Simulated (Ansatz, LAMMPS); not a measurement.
# Site preference of a vacancy of S in amorphous Hg33S25Se8 (66 atoms): runs compared

Aim: make a vacancy of S at several sites of amorphous Hg33S25Se8 (66 atoms), relax each, and compare their energies.

Computed with Ansatz 0.2.0: Kohn-Sham DFT, LDA, PAW (set soft_1), plane waves.

## (1) The cell as built

The cell holds 66 atoms: 33 Hg, 25 S and 8 Se. Its edges and angles: a = 12.034 Å, b = 12.034 Å, c = 12.034 Å, α = 90.0°, β = 90.0°, γ = 90.0°. 66 atoms (33 Hg, 25 S, 8 Se) placed at random at 7.67 g/cm³, melted at 2500 K for 10 ps at fixed volume with the Stillinger-Weber II-VI potential (Zhou et al., Phys. Rev. B 88, 085309 (2013)). Quenched from 2500 K to 500 K at 10 K/ps and fixed volume, held 5 ps, then minimised at fixed cell.

What the set-up can't give: The quench rate of 10 K/ps far exceeds what a furnace or splat quench reaches, so expect more defects and frozen-in strain than in a real sample. The starting topology of bonds comes from the classical model, and needn't be the one that DFT or experiment would give. Sampling is at Γ alone, for a cell whose shortest periodic width is 12 Å. No spin–orbit coupling is included, so levels derived from the heavy atoms are approximate.

## (2) The reference run

The reference is a single point at the end of the relaxation.

Every defect cell starts from the geometry of this run and is relaxed in the fixed cell.

Its input, with most atom lines left out:

```yaml
crystal:
  lattice:
    - [12.034, 0.0, 0.0]
    - [0.0, 12.034, 0.0]
    - [0.0, 0.0, 12.034]
  atoms:
    - { symbol: Hg, position: [0.68851, 0.69696, 0.63798] }
    - { symbol: Hg, position: [0.84701, 0.00132, 0.55563] }
    - { symbol: Hg, position: [0.19447, 0.26124, 0.03053] }
    - { symbol: Hg, position: [0.35844, 0.72591, 0.78421] }
    - { symbol: Hg, position: [0.52025, 0.69074, 0.39354] }
    - { symbol: Hg, position: [0.13256, 0.45832, 0.33716] }
    - { symbol: Hg, position: [0.31777, 0.56499, 0.10547] }
    [... atom lines 8 to 66 left out ...]
kpoints:
  mp_grid: { grid: [1, 1, 1] }
hamiltonian:
  xc: lda
  pseudopotentials: { kind: paw, azcp: { folder: soft_1 }, xc_functional: pbe }
scf:
  occupations: { method: fermi_dirac, width: 0.05 }
output:
  forces: true
  stress: true
  populations: intrinsic
  dos:
    method: { smearing: { sigma: 0.1 } }
    de: 0.1
    projected: { site_lists: { Hg: [Hg], S: [S], Se: [Se] } }
  eigenvalues: true
  write_density: true
  write_potential: true
  volumetric_format: npy
```

* free energy per atom: -7743.9152 eV/atom
* r.m.s. force component: 0.00759 eV/Å
* pressure: -0.7573 GPa

Filled and empty levels are parted by 0.873 eV (at Γ alone); a local or semilocal functional tends to put such gaps too low. In a disordered cell it changes from sample to sample, and tail or defect levels can set it.

## (3) The runs

Each row is one run, on 8 threads of Arm Neoverse V1, shared host. The free energy is the program's total, comparable only between runs with the same functional, potentials and atoms.

| run | atoms | outcome | ionic steps, all passes | free energy (eV) | time | host memory (GiB) |
| --- | --- | --- | --- | --- | --- | --- |
| Single point at the start | 66 | converged | - | -511084.627 | 23 s | 2.5 |
| Relaxation | 66 | converged | 32 | -511098.405 | 7.2 min | 2.5 |
| Single point at the relaxed geometry | 66 | converged | - | -511098.405 | 32 s | 2.5 |
| Vacancy of S, site S39 | 65 | converged | 9 | -510229.043 | 2.8 min | 2.5 |
| Vacancy of S, site S50 | 65 | converged | 32 | -510229.212 | 11 min | 2.6 |
| Vacancy of S, site S41 | 65 | converged | 34 | -510229.449 | 11 min | 2.6 |
| Vacancy of S, site S37 | 65 | converged | 33 | -510228.733 | 10 min | 2.6 |
| Vacancy of S, site S48 | 65 | converged | 23 | -510228.757 | 7.1 min | 2.6 |
| Vacancy of S, site S58 | 65 | converged | 56 | -510229.527 | 18 min | 2.5 |

The surroundings of site S58, the cheapest one, after relaxation: 13 atoms, nearest first, with positions taken from that point. Atoms keep their numbers of the cell before the removal, where the removed atom was number 58.

| atom | x | y | z | distance (Å) | bonds |
| --- | --- | --- | --- | --- | --- |
| Hg32 | 0.37 | 1.24 | 0.30 | 1.33 | 3 |
| Hg13 | -1.03 | -0.32 | -1.28 | 1.67 | 2 |
| Hg15 | -1.43 | -0.39 | 2.06 | 2.54 | 3 |
| S40 | 2.71 | 0.06 | 0.99 | 2.89 | 4 |
| S45 | 0.52 | -3.07 | -0.25 | 3.12 | 3 |
| Se63 | 0.86 | 2.42 | 2.65 | 3.69 | 3 |
| Hg14 | 1.58 | 1.24 | -3.23 | 3.80 | 3 |
| Hg3 | 2.49 | -2.76 | 1.00 | 3.85 | 3 |
| S49 | 1.87 | 3.35 | -0.61 | 3.89 | 4 |
| S35 | -2.74 | 2.73 | -0.41 | 3.89 | 3 |
| S50 | -2.20 | -2.04 | -2.54 | 3.94 | 4 |
| S44 | -0.72 | 1.28 | -3.66 | 3.95 | 4 |
| S34 | -2.72 | -2.48 | 1.58 | 4.01 | 4 |

The column of bonds counts only the pairs Hg-S within 3.15 Å, Hg-Se within 2.98 Å, S-S within 2.37 Å; other neighbours, such as metal atoms beside each other in a compound, aren't counted, and periodic images can show an atom twice.

## (4) The sites compared

All these cells hold the same atoms, so their energies can be compared with no chemical potential.

| site | neighbours | mean distance (Å) | atoms within 6 Å | energy over the best site (eV) | before relaxation (eV) | gain on relaxing (eV) |
| --- | --- | --- | --- | --- | --- | --- |
| S58 | Hg3 | 2.46 | 35 | 0.00 | 1.10 | 2.89 |
| S41 | Hg4 | 2.60 | 33 | 0.08 | 1.13 | 2.84 |
| S50 | Hg4 | 2.65 | 36 | 0.32 | 0.85 | 2.32 |
| S39 | HgS | 2.20 | 31 | 0.48 | 0.00 | 1.31 |
| S48 | Hg4 | 2.57 | 31 | 0.77 | 1.53 | 2.55 |
| S37 | Hg3 | 2.50 | 35 | 0.79 | 1.17 | 2.17 |

Neighbours are those of the relaxed host within 3.12 Å (Hg-S), 2.37 Å (S-S); other pairs aren't counted.

## (5) Findings

The cheapest site is S58 (3 neighbours, Hg3); the dearest, S37 (3 neighbours, Hg3), costs 0.79 eV more. By coordination the energies over the best site are 0.48 eV with 2 neighbours, 0.00 to 0.79 eV with 3 neighbours and 0.08 to 0.77 eV with 4 neighbours. At S58 (largest move 2.5 Å), S41 (largest move 1.7 Å), S50 (largest move 1.6 Å) and S48 (largest move 3.3 Å) other atoms changed place, so the end state is more than the plain defect. Relaxation changes the order: the best site before relaxing was S39.

Caveats: Defects are neutral and interact with their images. The defect cells ran without spin polarisation, so cut bonds can't carry moments. In a disordered cell the relaxation can also rearrange atoms far from the site. Only 6 of the 25 S sites were tried; unless symmetry makes the others alike to these, a cheaper one may exist.

The DFT runs together took 68 min of wall time.

[Logs are printed without paths, hosts, clocks, repeated set-up lines and the standing remarks that a program may print on its own settings, such as how far it seeks lower states.]

[Hosts, paths, dates, database ids (printed as entryN), source tags and the programs' standing remarks are cut or masked in the printed files.]
